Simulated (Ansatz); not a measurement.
## Be (P4_2/mnm, 4 atoms in the cell): following an unstable mode

Which phase does Be (P4_2/mnm, 4 atoms in the cell) fall into along its unstable mode, and how much energy does it gain?

Program: Ansatz 0.2.0. Level of theory: DFT PBEsol, scalar-relativistic, plane waves, norm-conserving pseudopotentials. Values are calculated unless marked as measured.

This is a report of a sequence of runs, with the program logs left out and the cost of each run kept.

This is not the structure that Be takes at ambient pressure (hexagonal, No. 194); it is a model or a phase of other conditions.

### 1. The starting structure

The structure is tetragonal, space group P4_2/mnm (No. 136). The conventional cell has a = 3.744 Å, b = 3.744 Å, c = 2.276 Å, α = 90.00°, β = 90.00°, γ = 90.00°. Nearest to Be lie 11 Be at 2.15 to 2.28 Å.

### 2. The dispersion

Stability and thermal properties need the whole zone. Linear response on a 2×2×2 q mesh gives force constants as far as a supercell of that size would.

Contents of input.yaml:

```yaml
crystal:
  lattice:
    - [3.74388236, 0.0, 0.0]
    - [0.0, 3.74388236, 0.0]
    - [0.0, 0.0, 2.2763089883]
  atoms:
    - { symbol: Be, position: [0.2972313811, 0.2972313811, 0.0] }
    - { symbol: Be, position: [0.7027686189, 0.7027686189, 0.0] }
    - { symbol: Be, position: [0.2027686189, 0.7972313811, 0.5] }
    - { symbol: Be, position: [0.7972313811, 0.2027686189, 0.5] }
kpoints:
  mp_grid: { grid: [12, 12, 20] }
hamiltonian:
  xc: pbesol
  pseudopotentials: { kind: nc }
scf:
  occupations: { method: methfessel_paxton, width: 0.2 }
output:
  eigenvalues: true
phonons:
  method: dfpt
  qmesh: [2, 2, 2]
  temperatures: { t_max: 1000, t_step: 50 }
  qpath:
    path:
      - [[0.0, 0.0, 0.0], [0.0, 0.5, 0.0], [0.5, 0.5, 0.0], [0.0, 0.0, 0.0], [0.0, 0.0, 0.5], [0.0, 0.5, 0.5], [0.5, 0.5, 0.5], [0.0, 0.0, 0.5]]
      - [[0.0, 0.5, 0.0], [0.0, 0.5, 0.5]]
      - [[0.5, 0.5, 0.0], [0.5, 0.5, 0.5]]
    npoints: 10
```

Launch:

```console
ansatz run input.yaml --threads 4 --pin off --max-ram 7168MiB --backend cpu --events-out ev --progress --plain --runs-dir out
```

The job ended after 4 min (4 threads of Arm Neoverse V1, shared host; peak memory 3 GiB).

This step gave:

```yaml
volume_per_atom: 7.977 Å³
gap_on_the_k_mesh: 0 eV
sum_rule_residual_before_enforcement: 7.69e-6 eV/Å²
point_group: 4/mmm
highest_optical_mode_at_the_zone_centre_no_lo_to_term: 696.9 cm⁻¹
lowest_optical_zone_centre_mode: -184.2 cm⁻¹
lowest_mode_on_the_q_mesh_acoustic_modes_at_gamma_apart: -184.2 cm⁻¹
highest_frequency_at_a_solved_wavevector_no_lo_to_term_at_gamma: 704.4 cm⁻¹
```

Frequencies (cm⁻¹) solved at each irreducible wavevector; negative means imaginary. Frequencies by wavevector, by row:

```csv
q in reciprocal lattice units,star,mode 1,mode 2,mode 3,mode 4,mode 10,mode 11,mode 12
0 0 0,1,-184.2,0,0,0,602.5,615.1,696.9
0 0 -0.5,1,338,338,438.7,438.7,593.1,665.3,665.3
0 -0.5 0,2,223.7,223.7,357.7,357.7,547.9,657.9,657.9
0 -0.5 -0.5,2,401.1,401.1,414.5,414.5,639.7,660.8,660.8
-0.5 -0.5 0,1,366.5,366.5,424.3,424.3,518.4,647.6,647.6
-0.5 -0.5 -0.5,1,363.5,363.5,490.9,490.9,642.8,704.4,704.4
```

Symmetry leaves 6 wavevectors to solve. The lowest mode among them, the acoustic zeros apart, lies at Γ and is imaginary, 184.2i cm⁻¹, so the energy falls along it.

### 3. The mode frozen in, largest atomic shift 0 Å

The mode followed lies at Γ with frequency 184.1i cm⁻¹, the softest among the wavevectors solved. At small amplitude the pattern taken leaves space group no. 58 by a symmetry search on the positions. The undistorted cell that holds it gives the zero of energy on the same k mesh.

input.yaml, the sections that differ from step 2:

```yaml
output:
  forces: true
  stress: true
  eigenvalues: true
# crystal, kpoints, hamiltonian, scf: as in step 2
# phonons: removed
```

It took 5.5 s on 4 threads; peak memory 0.61 GiB; 22 s of CPU time.

Numbers from this step:

| Property | Result |
| --- | --- |
| pressure | -0.002656 GPa |
| energy from the undistorted cell | 0 meV/atom |

The run ends at a pressure of 0.00 GPa, with forces up to 2.0e-4 eV/Å.

### 4. The mode frozen in, largest atomic shift 0.14 Å

The atoms are moved along the unstable eigenvector, the largest shift by 0.14 Å, with the cell fixed.

input.yaml, the sections that differ from step 3:

```yaml
crystal:
  lattice:
    - [3.74388236, 0.0, 0.0]
    - [0.0, 3.74388236, 0.0]
    - [0.0, 0.0, 2.2763089883]
  atoms:
    - { symbol: Be, position: [0.3236731706, 0.2707895916, 0.0] }
    - { symbol: Be, position: [0.6763268294, 0.7292104084, 0.0] }
    - { symbol: Be, position: [0.1763268294, 0.7707895916, 0.5] }
    - { symbol: Be, position: [0.8236731706, 0.2292104084, 0.5] }
# kpoints, hamiltonian, scf, output: as in step 3
```

Run time: 9.8 s. Hardware: 4 threads; peak memory 0.85 GiB; 38 s of CPU time.

This step gave:

```
pressure                         : -0.6977 GPa
energy from the undistorted cell : -9.291 meV/atom
```

The energy, extrapolated to zero smearing, is -9.29 meV/atom against the undistorted cell.

The run ends at a pressure of -0.70 GPa, with forces up to 0.15 eV/Å.

### 5. Energy along the mode, all amplitudes (two of the runs are shown above)

An imaginary frequency means negative curvature, so the energy should fall and then rise again as anharmonic terms take over.

This step gave:

```
depth at the lowest point sampled  : 9.291 meV/atom
largest atomic shift at that point : 0.14 Å
```

Table of energy from the parent by largest atomic shift:

```csv
largest atomic shift (Å),energy from the parent (meV/atom)
0.000,0
0.040,-0.885
0.080,-3.55
0.140,-9.29
0.220,-8.79
0.320,34.9
```

Displacement at unit largest shift by atom:

```csv
atom,x (Å),y (Å),z (Å),size
Be1,0.707,-0.707,0.000,1.000
Be2,-0.707,0.707,0.000,1.000
Be3,-0.707,-0.707,0.000,1.000
Be4,0.707,0.707,0.000,1.000
```

The lowest step is at 0.14 Å, 9.29 meV/atom below the parent, and the energy rises beyond it.

### 6. Relaxation from the frozen mode

Starting from the lowest point found, all atoms and the cell are let go, so that strain and other modes of the same symmetry can join in.

input.yaml: that of step 4 with these lines changed.

```diff
@@ -21 +21,6 @@
   eigenvalues: true
+relax:
+  adjacent_minimum: "off"
+  f_tol: 0.002
+  max_steps: 120
+  cell: { stress_tol: 0.03 }
```

Run time: 1.8 min. Hardware: 4 threads; peak memory 0.99 GiB; 7 min of CPU time.

Step by step:

```csv
step,energy less that of the first step (eV),largest force component (eV/Å),pressure (GPa),volume (Å³)
1,0.0000,0.1425,-0.70,31.91
2,-0.1282,0.2383,-0.23,31.60
3,-0.1280,0.1477,2.37,31.07
4,-0.1695,0.0083,0.01,31.51
5,-0.1700,0.0011,0.06,31.49
6,-0.1700,0.0006,0.00,31.51
7*,-0.1705,0.0006,0.05,31.51
8,-0.1705,0.0005,0.00,31.52
9*,-0.1705,0.0005,0.00,31.52
```

Relaxation steps marked * repeat the geometry before them on a plane-wave basis chosen anew for their cell, so energy and pressure can jump there. Relaxation step 3 was tried and not accepted.

The run keeps the 8 symmetry operations that the program found, so distortions that break them were not tested.

```csv
cell as run,before,after,change
a (Å),3.744,3.908,+4.4 %
b (Å),3.744,3.561,-4.9 %
c (Å),2.276,2.265,-0.5 %
volume (Å³/atom),7.98,7.88,-1.2 %
```

The atoms that moved most (Å, as changes of fractional coordinates times the final cell):

```csv
atom,dx,dy,dz,length
Be4,0.036,0.074,0.000,0.082
Be2,-0.036,0.074,0.000,0.082
Be3,-0.036,-0.074,0.000,0.082
Be1,0.036,-0.074,0.000,0.082
```

Final coordinates:

```xyz
4
Lattice="3.9081 0.0000 0.0000 0.0000 3.5609 0.0000 0.0000 0.0000 2.2648" Properties=species:S:1:pos:R:3 pbc="T T T"
Be    1.3007    0.8902    0.0000
Be    2.6074    2.6707    0.0000
Be    0.6534    2.6707    1.1324
Be    3.2547    0.8902    1.1324
```

This step gave:

- pressure: 3.30e-4 GPa
- volume per atom: 7.880 Å³

The distorted start has space group Pnnm; the relaxation ends in Cmcm.

### 7. The new phase in its own primitive cell

The relaxed structure is symmetrised, reduced to its primitive cell and relaxed tightly, as its phonons need.

System of this step: Be (Cmcm, 2 atoms in the cell). The structure is orthorhombic, space group Cmcm (No. 63). The conventional cell has a = 2.265 Å, b = 3.908 Å, c = 3.561 Å, α = 90.00°, β = 90.00°, γ = 90.00°. Nearest to Be lie 12 Be at 2.21 to 2.26 Å.

input.yaml, the sections that differ from step 6:

```yaml
crystal:
  lattice:
    - [1.1324095187, -1.9540506889, 0.0]
    - [1.1324095187, 1.9540506889, 0.0]
    - [0.0, 0.0, 3.5609253718]
  atoms:
    - { symbol: Be, position: [0.6671856929, 0.3328143071, 0.25] }
    - { symbol: Be, position: [0.3328143071, 0.6671856929, 0.75] }
kpoints:
  mp_grid: { grid: [22, 22, 12] }
relax:
  adjacent_minimum: "off"
  f_tol: 0.001
  max_steps: 60
  cell: { stress_tol: 0.01 }
# hamiltonian, scf, output: as in step 6
```

Elapsed: 33 s, on 4 threads; peak memory 0.76 GiB; 2.2 min of CPU time.

Step by step:

```csv
step,energy less that of the first step (eV),largest force component (eV/Å),pressure (GPa),volume (Å³)
1,0.0000,0.0062,-0.04,15.76
2,-0.0002,0.0050,-0.03,15.75
3,-0.0002,0.0009,-0.01,15.75
4,-0.0002,0.0000,0.00,15.75
5*,-0.0002,0.0000,0.00,15.75
```

Relaxation steps marked * repeat the geometry before them on a plane-wave basis chosen anew for their cell, so energy and pressure can jump there.

Forces are held to the 8 operations that the program found; a distortion that breaks them can't arise in this run.

```csv
cell as run,before,after,change
a (Å),2.258,2.258,-0.0 %
b (Å),2.258,2.258,-0.0 %
c (Å),3.561,3.568,+0.2 %
γ (°),119.81,120.00,+0.2 %
volume (Å³/atom),7.88,7.87,-0.1 %
```

Final coordinates:

```
Be
1.0
     1.12889   -1.95525    0.00000
     1.12889    1.95525    0.00000
     0.00000    0.00000    3.56775
Be
2
Direct
  0.66667 0.33333 0.25000
  0.33333 0.66667 0.75000
```

Read from the output:

```yaml
pressure: 1.71e-4 GPa
volume_per_atom: 7.875 Å³
```

The largest force component left is 0.0097 meV/Å and the pressure is 0.000 GPa, within the tolerances set. The cell now holds 7.87 Å³/atom.

### 8. Modes of the new phase, k-mesh 22×22×12

A relaxed structure may still be a saddle point, so its zone-centre modes are computed. No field response is asked, since the mesh shows no gap.

input.yaml, the sections that differ from step 7:

```yaml
crystal:
  lattice:
    - [1.1288850782, -1.9552512376, 0.0]
    - [1.1288850782, 1.9552512376, 0.0]
    - [0.0, 0.0, 3.5677507554]
  atoms:
    - { symbol: Be, position: [0.666668409, 0.333331591, 0.25] }
    - { symbol: Be, position: [0.333331591, 0.666668409, 0.75] }
output:
  eigenvalues: true
phonons:
  method: dfpt
# kpoints, hamiltonian, scf: as in step 7
# relax: removed
```

The job ended after 30 s (4 threads; peak memory 1.2 GiB).

Numbers from this step:

```yaml
sum_rule_residual_before_enforcement: 2.97e-5 eV/Å²
point_group: mmm
highest_optical_mode_at_the_zone_centre_no_lo_to_term: 697.6 cm⁻¹
lowest_optical_zone_centre_mode: 469.9 cm⁻¹
```

Patterns of degenerate modes are one choice out of their space. Modes at Γ:

```csv
mode,frequency (cm⁻¹),symmetry
1,0.0,acoustic
2,0.0,acoustic
3,0.0,acoustic
4,469.9,not assigned
5,469.9,not assigned
6,697.6,B3g
```

Displacements in mode 5 (469.9 cm⁻¹), the largest set to 1:
```
Be1  1.00  0.00  0.00
Be2 -1.00  0.00  0.00
```

Displacements in mode 6 (697.6 cm⁻¹), the largest set to 1:
```
Be1  0.00  0.00  1.00
Be2  0.00  0.00 -1.00
```

Before it was imposed, the acoustic sum rule was missed by 3.0e-5 eV/Å². Small misses are needed for a sound result but don't prove that mesh and cutoff are converged. The lowest optical mode is real, 470 cm⁻¹.

### 9. The phases reached

The phases reached along the modes that were followed are set side by side.

Energies are those of the first relaxation, on the mesh of the frozen mode; space group, volume and gap are those of the last relaxation. Phases, by row:

```csv
mode frozen in,space group,energy from parent (meV/atom),volume (Å³/atom),gap on mesh (eV),lowest zone-centre optical mode (cm⁻¹),largest shift (Å)
parent,P4_2/mnm,0,7.977,0,–,–
"q = (0, 0, 0), 184i cm⁻¹",P6_3/mmc,-51.86,7.87,0,469.9,0.218
```

### 10. Outcome

| Item | Value |
| --- | --- |
| unstable mode of the parent | q = (0, 0, 0), 184i cm⁻¹ |
| depth at the lowest point sampled | 9.29 meV/atom |
| largest atomic shift at that point | 0.14 Å |
| space group reached | P6_3/mmc |
| energy gained over the parent (first relaxation, on the mesh of the frozen mode) | 51.9 meV/atom |
| volume per atom, phase reached | 7.87 Å³ |
| lowest optical zone-centre mode, phase reached | 470 cm⁻¹ |
| highest optical mode at the zone centre (no LO-TO term), phase reached | 698 cm⁻¹ |

In words: Along this mode the structure falls into P6_3/mmc, 51.9 meV/atom below the parent. At the parent's cell the well is 9.291 meV/atom deep on the steps tried, with its lowest point at a shift of 0.14 Å. Relaxing atoms and cell changes the gain by +42.57 meV/atom against the lowest step (energies at zero smearing). Most of the total comes from this relaxation. The new phase has no imaginary mode at the zone centre of its cell; other wavevectors were not checked. Each path keeps the symmetry of its pattern, so a lower phase may lie along a pattern not tried. The q mesh is too sparse to interpolate, so only the solved wavevectors are given. With no gap, or one that is small against the smearing, the frequencies hang on the k mesh and the smearing, most of all near Kohn anomalies. A phonon run warned that its eigensolver left some bands unconverged in a pass.

[Long decimals in the printed logs are rounded to 6 places.]

[Logs are printed without paths, hosts, clocks, repeated set-up lines and the standing remarks that a program may print on its own settings, such as how far it seeks lower states.]

[Hosts, paths, dates, database ids (printed as entryN), source tags and the programs' standing remarks are cut or masked in the printed files.]

[Where the starting crystal was built by hand or by swapping elements, it need not be the compound's stable phase.]
